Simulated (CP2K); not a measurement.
Two runs for the C K edge of 4-acetylpyridine. Run A: CP2K XAS_TDP, all-electron GAPW, PBEh(45%), aug-cc-pVDZ, TDA, no relativity. Run B differs in one setting.

First lines with a strength over 0.0015. A:

| atom | energy (eV) | states | strength, one atom |
| --- | --- | --- | --- |
| C1 (bonded to C and 3 H) | 284.04 | 1 | 0.0060 |
|  | 284.41 | 1 | 0.0136 |
|  | 284.82 | 1 | 0.0060 |
|  | 284.99 | 1 | 0.0216 |
|  | 285.36 | 1 | 0.0042 |
| C2 (bonded to 2 C and O) | 281.72 | 1 | 0.0626 |
|  | 286.51 | 1 | 0.0118 |
|  | 288.13 | 1 | 0.0029 |
|  | 288.53 | 1 | 0.0026 |
|  | 288.84 | 1 | 0.0034 |
| C4 (bonded to 3 C) | 280.94 | 1 | 0.0385 |
|  | 284.41 | 1 | 0.0185 |
|  | 286.53 | 1 | 0.0035 |
|  | 287.68 | 2 | 0.0061 |
|  | 288.03 | 1 | 0.0043 |
| C5 (bonded to 2 C and H) | 280.78 | 1 | 0.0460 |
|  | 282.56 | 1 | 0.0061 |
|  | 284.91 | 1 | 0.0071 |
|  | 285.48 | 1 | 0.0037 |
|  | 286.08 | 1 | 0.0026 |
| C6 (bonded to C, N and H) | 281.63 | 1 | 0.0524 |
|  | 283.11 | 1 | 0.0046 |
|  | 285.45 | 1 | 0.0118 |
|  | 286.13 | 1 | 0.0022 |
|  | 286.19 | 1 | 0.0026 |

B:

| atom | energy (eV) | states | strength, one atom |
| --- | --- | --- | --- |
| C1 (bonded to C and 3 H) | 290.44 | 1 | 0.0059 |
|  | 290.81 | 1 | 0.0133 |
|  | 291.23 | 1 | 0.0059 |
|  | 291.39 | 1 | 0.0211 |
|  | 291.77 | 1 | 0.0041 |
| C2 (bonded to 2 C and O) | 288.08 | 1 | 0.0612 |
|  | 292.87 | 1 | 0.0115 |
|  | 294.50 | 1 | 0.0029 |
|  | 294.89 | 1 | 0.0025 |
|  | 295.20 | 1 | 0.0033 |
| C4 (bonded to 3 C) | 286.51 | 1 | 0.0378 |
|  | 289.99 | 1 | 0.0182 |
|  | 292.10 | 1 | 0.0034 |
|  | 293.25 | 2 | 0.0060 |
|  | 293.61 | 1 | 0.0042 |
| C5 (bonded to 2 C and H) | 286.62 | 1 | 0.0451 |
|  | 288.41 | 1 | 0.0060 |
|  | 290.76 | 1 | 0.0069 |
|  | 291.33 | 1 | 0.0037 |
|  | 291.93 | 1 | 0.0025 |
| C6 (bonded to C, N and H) | 287.46 | 1 | 0.0513 |
|  | 288.94 | 1 | 0.0045 |
|  | 291.28 | 1 | 0.0116 |
|  | 291.96 | 1 | 0.0022 |
|  | 292.02 | 1 | 0.0026 |

**Question.** Which was it: scalar relativity switched on, GW2X switched on, the basis, the functional?

GW2X switched on. GW2X shifts an atom's lines together and keeps their spacings. Against PBEh(45%) in aug-cc-pVDZ, the leading lines move by +6.40 eV (C1, to 290.81), +6.36 eV (C2, to 288.08), +5.57 eV (C4, to 286.51), +5.84 eV (C5, to 286.62) and +5.83 eV (C6, to 287.46).

[Hosts, paths, dates, database ids (printed as entryN), source tags and the programs' standing remarks are cut or masked in the printed files.]
